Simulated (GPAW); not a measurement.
# How the plane-wave cutoff moves the magnetism of MnSe monolayer, part 2 of 2

Two starts of MnSe monolayer are run at each rung of the plane-wave cutoff. Which rung is enough?

GPAW 26.7.0; LDA with U = 4 eV on Mn d; plane waves with GPAW's PAW setups, scalar-relativistic.

So far, largest spin moment in the augmentation sphere (μB): step 2 (rung 1 (250 eV), start ferro ++) 4.08; step 4 (cutoff 325 eV) 4.09; step 5 (antiferromagnetic, cutoff 325 eV, start moments [4.5, -4.5 …) 3.93; step 6 (cutoff 400 eV) 4.10; step 7 (antiferromagnetic, cutoff 400 eV, start moments [4.5, -4.5 …) 3.93.

## 8. Rung 4 (500 eV), start ferro ++

Contents of order1.py:

```python
import json
import numpy as np
from ase import Atoms
from ase.parallel import paropen, parprint
from gpaw import GPAW

atoms = Atoms(['Mn', 'Mn', 'Se', 'Se'],
    cell=[[3.613289, 0.0, 0.0],
         [0.0, 3.613289, 0.0],
         [0.0, 0.0, 18.119218]],
    scaled_positions=[[0.0, 0.0, 0.5],
         [0.5, 0.5, 0.5],
         [0.5, 0.0, 0.413925],
         [0.0, 0.5, 0.586075]],
    pbc=True,
    magmoms=[4.5, 4.5, 0.0, 0.0])
atoms.calc = GPAW(mode={'name': 'pw', 'ecut': 500},
    xc='LDA',
    kpts={'size': (6, 6, 1), 'gamma': True},
    occupations={'name': 'fermi-dirac', 'width': 0.05},
    convergence={'density': 1e-05, 'energy': 1e-05},
    maxiter=200,
    setups={'Mn': ':d,4.0'},
    symmetry={'tolerance': 1e-4},
    txt='order1.txt')
e = atoms.get_potential_energy(force_consistent=True)
res = {'free_energy': e, 'energy_sigma0': atoms.get_potential_energy(), 'fermi_energy': atoms.calc.get_fermi_level()}
res['moments'] = atoms.get_magnetic_moments().tolist()
res['total'] = atoms.get_magnetic_moment()
parprint('site moments (muB):', np.round(res['moments'], 3))
parprint(f"total moment: {res['total']:.3f} muB")
parprint(f'free energy: {e:.6f} eV')
atoms.calc.write('order1.gpw')
with paropen('results.json', 'w') as f:
    json.dump(res, f)
```

On the command line:

```
$ OMP_NUM_THREADS=1 mpirun -n 2 gpaw python order1.py > order1.log
```

Numbers of over 12 decimals in the logs are rounded to 6 here.

Log:

```text
site moments (muB): [4.102 4.102 0.043 0.043]
total moment: 9.139 muB
free energy: -25.225363 eV

--- order1.txt ---
Input parameters:
  mode=PW(ecut=500),
  convergence={'density': 1e-05, 'energy': 1e-05},
  kpts=MonkhorstPack(size=(6, 6, 1), gamma=True),
  maxiter=200,
  occupations=Occupations(name='fermi-dirac', width=0.05),
  setups={'Mn': ':d,4.0'},
  symmetry=Symmetry(tolerance=0.0001),
  xc=XC(name='LDA')

[...]
|         16 |        -5.891 |     1.000 |        -1.651 |     0.991 |
[...]
|         25 |        -0.569 |     0.000 |         2.972 |     0.000 |
|         26 |         0.953 |     0.000 |         3.299 |     0.000 |
|         27 |         2.526 |     0.000 |         3.592 |     0.000 |
|        ... |               |           |               |           |
|         33 |        10.952 |     0.000 |        11.570 |     0.000 |

No gap
No difference between direct/indirect transitions

[key lines of the parts left out:]
Free energy:     -25.225363
Converged in 17 steps
dipole moment: (-21.405439, -21.405439, 0.000136)  # |e|*Ang
Fermi level: -1.414
```

Elapsed: 26 s, on 2 MPI ranks of Intel Xeon Platinum 8488C (Sapphire Rapids), shared host; peak memory 0.58 GiB; 52 s of CPU time.

Numbers from this step:

* magnetization: 9.139 μB
* final state: ferromagnetic
* largest moment: 4.102 μB

The largest moment is that of rung 3, at 1.2 times its CPU time.

## 9. Rung 4 (500 eV), start antiferro +-

Contents of order2.py:

```python
import json
import numpy as np
from ase import Atoms
from ase.parallel import paropen, parprint
from gpaw import GPAW

atoms = Atoms(['Mn', 'Mn', 'Se', 'Se'],
    cell=[[3.613289, 0.0, 0.0],
         [0.0, 3.613289, 0.0],
         [0.0, 0.0, 18.119218]],
    scaled_positions=[[0.0, 0.0, 0.5],
         [0.5, 0.5, 0.5],
         [0.5, 0.0, 0.413925],
         [0.0, 0.5, 0.586075]],
    pbc=True,
    magmoms=[4.5, -4.5, 0.0, 0.0])
atoms.calc = GPAW(mode={'name': 'pw', 'ecut': 500},
    xc='LDA',
    kpts={'size': (6, 6, 1), 'gamma': True},
    occupations={'name': 'fermi-dirac', 'width': 0.05},
    convergence={'density': 1e-05, 'energy': 1e-05},
    maxiter=200,
    setups={'Mn': ':d,4.0'},
    symmetry={'tolerance': 1e-4},
    txt='order2.txt')
e = atoms.get_potential_energy(force_consistent=True)
res = {'free_energy': e, 'energy_sigma0': atoms.get_potential_energy(), 'fermi_energy': atoms.calc.get_fermi_level()}
res['moments'] = atoms.get_magnetic_moments().tolist()
res['total'] = atoms.get_magnetic_moment()
parprint('site moments (muB):', np.round(res['moments'], 3))
parprint(f"total moment: {res['total']:.3f} muB")
parprint(f'free energy: {e:.6f} eV')
atoms.calc.write('order2.gpw')
with paropen('results.json', 'w') as f:
    json.dump(res, f)
```

On the command line:

```
$ OMP_NUM_THREADS=1 mpirun -n 2 gpaw python order2.py > order2.log
```

Log:

```text
site moments (muB): [ 3.934 -3.934  0.     0.   ]
total moment: -0.000 muB
free energy: -26.694033 eV

--- order2.txt ---
Input parameters:
  mode=PW(ecut=500),
  convergence={'density': 1e-05, 'energy': 1e-05},
  kpts=MonkhorstPack(size=(6, 6, 1), gamma=True),
  maxiter=200,
  occupations=Occupations(name='fermi-dirac', width=0.05),
  setups={'Mn': ':d,4.0'},
  symmetry=Symmetry(tolerance=0.0001),
  xc=XC(name='LDA')

[...]
|         26 |         2.539 |     0.000 |         2.539 |     0.000 |
|         27 |         3.218 |     0.000 |         3.218 |     0.000 |
|         28 |         3.531 |     0.000 |         3.531 |     0.000 |
|         29 |         4.643 |     0.000 |         4.643 |     0.000 |

Gap: 1.379 eV
Transition (v -> c):
  (s=0, k=0, n=20, [0.00, 0.00, 0.00]) -> (s=0, k=9, n=21, [0.50, 0.50, 0.00])
Direct/indirect transitions are different
Direct gap: 1.900 eV
Transition at: (s=0, k=0, n=20, [0.00, 0.00, 0.00])

[key lines of the parts left out:]
Free energy:     -26.694033
Converged in 17 steps
dipole moment: (-21.446734, -21.446734, 0.000136)  # |e|*Ang
Fermi level: -1.032
```

It took 25 s on 2 MPI ranks; peak memory 0.57 GiB.

This step gave:

```
magnetization  : 0 μB
final state    : antiferromagnetic
largest moment : 3.934 μB
```

This start lies -734.3 meV a seeded atom from the first, a change of +0.8 meV since rung 3; its largest moment is 3.93 μB.

## 10. Rung 5 (650 eV), start ferro ++

order1.py is the script of step 8 with these lines changed:

```diff
@@ -16,3 +16,3 @@
     magmoms=[4.5, 4.5, 0.0, 0.0])
-atoms.calc = GPAW(mode={'name': 'pw', 'ecut': 500},
+atoms.calc = GPAW(mode={'name': 'pw', 'ecut': 650},
     xc='LDA',
```

On the command line:

```
$ OMP_NUM_THREADS=1 mpirun -n 2 gpaw python order1.py > order1.log
```

Log:

```text
site moments (muB): [4.102 4.102 0.043 0.043]
total moment: 9.139 muB
free energy: -25.232542 eV

--- order1.txt ---
Input parameters:
  mode=PW(ecut=650),
  convergence={'density': 1e-05, 'energy': 1e-05},
  kpts=MonkhorstPack(size=(6, 6, 1), gamma=True),
  maxiter=200,
  occupations=Occupations(name='fermi-dirac', width=0.05),
  setups={'Mn': ':d,4.0'},
  symmetry=Symmetry(tolerance=0.0001),
  xc=XC(name='LDA')

[...]
|         16 |        -5.892 |     1.000 |        -1.650 |     0.991 |
[...]
|         25 |        -0.569 |     0.000 |         2.972 |     0.000 |
|         26 |         0.953 |     0.000 |         3.299 |     0.000 |
|         27 |         2.525 |     0.000 |         3.607 |     0.000 |
|        ... |               |           |               |           |
|         33 |        10.951 |     0.000 |        11.570 |     0.000 |

No gap
No difference between direct/indirect transitions

[key lines of the parts left out:]
Free energy:     -25.232542
Converged in 17 steps
dipole moment: (-21.404815, -21.404815, 0.000136)  # |e|*Ang
Fermi level: -1.414
```

Wall time 48 s (2 MPI ranks); peak memory 0.73 GiB.

Numbers from this step:

* magnetization: 9.139 μB
* final state: ferromagnetic
* largest moment: 4.102 μB

The largest moment is that of rung 4, at 1.8 times its CPU time.

## 11. Rung 5 (650 eV), start antiferro +-

order2.py is the script of step 9 with these lines changed:

```diff
@@ -16,3 +16,3 @@
     magmoms=[4.5, -4.5, 0.0, 0.0])
-atoms.calc = GPAW(mode={'name': 'pw', 'ecut': 500},
+atoms.calc = GPAW(mode={'name': 'pw', 'ecut': 650},
     xc='LDA',
```

On the command line:

```
$ OMP_NUM_THREADS=1 mpirun -n 2 gpaw python order2.py > order2.log
```

Log:

```text
site moments (muB): [ 3.935 -3.935 -0.    -0.   ]
total moment: -0.000 muB
free energy: -26.701006 eV

--- order2.txt ---
Input parameters:
  mode=PW(ecut=650),
  convergence={'density': 1e-05, 'energy': 1e-05},
  kpts=MonkhorstPack(size=(6, 6, 1), gamma=True),
  maxiter=200,
  occupations=Occupations(name='fermi-dirac', width=0.05),
  setups={'Mn': ':d,4.0'},
  symmetry=Symmetry(tolerance=0.0001),
  xc=XC(name='LDA')

[...]
|         26 |         2.539 |     0.000 |         2.539 |     0.000 |
|         27 |         3.217 |     0.000 |         3.217 |     0.000 |
|         28 |         3.545 |     0.000 |         3.545 |     0.000 |
|         29 |         4.657 |     0.000 |         4.657 |     0.000 |

Gap: 1.379 eV
Transition (v -> c):
  (s=1, k=0, n=20, [0.00, 0.00, 0.00]) -> (s=1, k=9, n=21, [0.50, 0.50, 0.00])
Direct/indirect transitions are different
Direct gap: 1.900 eV
Transition at: (s=1, k=0, n=20, [0.00, 0.00, 0.00])

[key lines of the parts left out:]
Free energy:     -26.701006
Converged in 18 steps
dipole moment: (-21.446096, -21.446096, 0.000136)  # |e|*Ang
Fermi level: -1.032
```

It took 45 s on 2 MPI ranks; peak memory 0.72 GiB.

This step gave:

* magnetization: 0 μB
* final state: antiferromagnetic
* largest moment: 3.935 μB

This start lies -734.2 meV a seeded atom from the first, a change of +0.1 meV since rung 4; its largest moment is 3.93 μB.

## 12. Rung 6 (800 eV), start ferro ++

order1.py is the script of step 10 with these lines changed:

```diff
@@ -16,3 +16,3 @@
     magmoms=[4.5, 4.5, 0.0, 0.0])
-atoms.calc = GPAW(mode={'name': 'pw', 'ecut': 650},
+atoms.calc = GPAW(mode={'name': 'pw', 'ecut': 800},
     xc='LDA',
```

On the command line:

```
$ OMP_NUM_THREADS=1 mpirun -n 2 gpaw python order1.py > order1.log
```

Log:

```text
site moments (muB): [4.102 4.102 0.043 0.043]
total moment: 9.139 muB
free energy: -25.233557 eV

--- order1.txt ---
Input parameters:
  mode=PW(ecut=800),
  convergence={'density': 1e-05, 'energy': 1e-05},
  kpts=MonkhorstPack(size=(6, 6, 1), gamma=True),
  maxiter=200,
  occupations=Occupations(name='fermi-dirac', width=0.05),
  setups={'Mn': ':d,4.0'},
  symmetry=Symmetry(tolerance=0.0001),
  xc=XC(name='LDA')

[...]
|         16 |        -5.892 |     1.000 |        -1.650 |     0.991 |
[...]
|         25 |        -0.569 |     0.000 |         2.972 |     0.000 |
|         26 |         0.953 |     0.000 |         3.300 |     0.000 |
|         27 |         2.525 |     0.000 |         3.644 |     0.000 |
|        ... |               |           |               |           |
|         33 |        10.951 |     0.000 |        11.569 |     0.000 |

No gap
No difference between direct/indirect transitions

[key lines of the parts left out:]
Free energy:     -25.233557
Converged in 17 steps
dipole moment: (-21.405090, -21.405090, 0.000136)  # |e|*Ang
Fermi level: -1.414
```

The job ended after 57 s (2 MPI ranks; peak memory 0.83 GiB; 1.9 min of CPU time).

Numbers from this step:

| Item | Value |
| --- | --- |
| magnetization | 9.139 μB |
| final state | ferromagnetic |
| largest moment | 4.102 μB |

The largest moment is that of rung 5, at 1.2 times its CPU time.

## 13. Rung 6 (800 eV), start antiferro +-

order2.py is the script of step 11 with these lines changed:

```diff
@@ -16,3 +16,3 @@
     magmoms=[4.5, -4.5, 0.0, 0.0])
-atoms.calc = GPAW(mode={'name': 'pw', 'ecut': 650},
+atoms.calc = GPAW(mode={'name': 'pw', 'ecut': 800},
     xc='LDA',
```

On the command line:

```
$ OMP_NUM_THREADS=1 mpirun -n 2 gpaw python order2.py > order2.log
```

Log:

```text
site moments (muB): [ 3.935 -3.935  0.     0.   ]
total moment: -0.000 muB
free energy: -26.701977 eV

--- order2.txt ---
Input parameters:
  mode=PW(ecut=800),
  convergence={'density': 1e-05, 'energy': 1e-05},
  kpts=MonkhorstPack(size=(6, 6, 1), gamma=True),
  maxiter=200,
  occupations=Occupations(name='fermi-dirac', width=0.05),
  setups={'Mn': ':d,4.0'},
  symmetry=Symmetry(tolerance=0.0001),
  xc=XC(name='LDA')

[...]
|         26 |         2.539 |     0.000 |         2.539 |     0.000 |
|         27 |         3.216 |     0.000 |         3.216 |     0.000 |
|         28 |         3.578 |     0.000 |         3.578 |     0.000 |
|         29 |         4.700 |     0.000 |         4.700 |     0.000 |

Gap: 1.379 eV
Transition (v -> c):
  (s=0, k=0, n=20, [0.00, 0.00, 0.00]) -> (s=0, k=9, n=21, [0.50, 0.50, 0.00])
Direct/indirect transitions are different
Direct gap: 1.899 eV
Transition at: (s=0, k=0, n=20, [0.00, 0.00, 0.00])

[key lines of the parts left out:]
Free energy:     -26.701977
Converged in 19 steps
dipole moment: (-21.446367, -21.446367, 0.000136)  # |e|*Ang
Fermi level: -1.032
```

It took 56 s on 2 MPI ranks; peak memory 0.82 GiB; 1.9 min of CPU time.

Numbers from this step:

```yaml
magnetization: 0 μB
final_state: antiferromagnetic
largest_moment: 3.935 μB
```

This start lies -734.2 meV a seeded atom from the first, a change of +0.0 meV since rung 5; its largest moment is 3.93 μB.

## 14. Side by side

Ladder, by row:

| rung | cutoff (eV) | state from the first start | state from the second start | second less first (meV a seeded atom) | moment, first (μB) | moment, second (μB) | CPU time (s) |
| --- | --- | --- | --- | --- | --- | --- | --- |
| 1 | 250 | ferromagnetic | antiferromagnetic | -741.9 | 4.083 | 3.92 | 40.51 |
| 2 | 325 | ferromagnetic | antiferromagnetic | -738.3 | 4.09 | 3.926 | 59.75 |
| 3 | 400 | ferromagnetic | antiferromagnetic | -735.1 | 4.099 | 3.933 | 87.13 |
| 4 | 500 | ferromagnetic | antiferromagnetic | -734.3 | 4.102 | 3.934 | 101.2 |
| 5 | 650 | ferromagnetic | antiferromagnetic | -734.2 | 4.102 | 3.935 | 185.6 |
| 6 | 800 | ferromagnetic | antiferromagnetic | -734.2 | 4.102 | 3.935 | 225.2 |

## 15. Outcome

| Quantity | Value |
| --- | --- |
| range of the moment in the table, second start | 3.92 to 3.93 μB |
| range of CPU time | 41 s to 3.8 min |
| range of the energy difference | -742 to -734 meV a seeded atom |

In words: Under a U these runs may have ended in unlike orbital states: their energies lie far apart for exchange between like ions, or the runs differ in kind. The occupations were not compared, so the differences can't be taken as exchange energies.

[Logs and program files are shortened in this print: banners, set-up blocks, solver, clock and traceback lines can be left out without a mark of their own.]

[Logs are printed without paths, hosts, clocks, repeated set-up lines and the standing remarks that a program may print on its own settings, such as how far it seeks lower states.]

[Hosts, paths, dates, database ids (printed as entryN), source tags and the programs' standing remarks are cut or masked in the printed files.]

[Where a cell is said to come from a database of computed structures, the database is the Materials Project.]
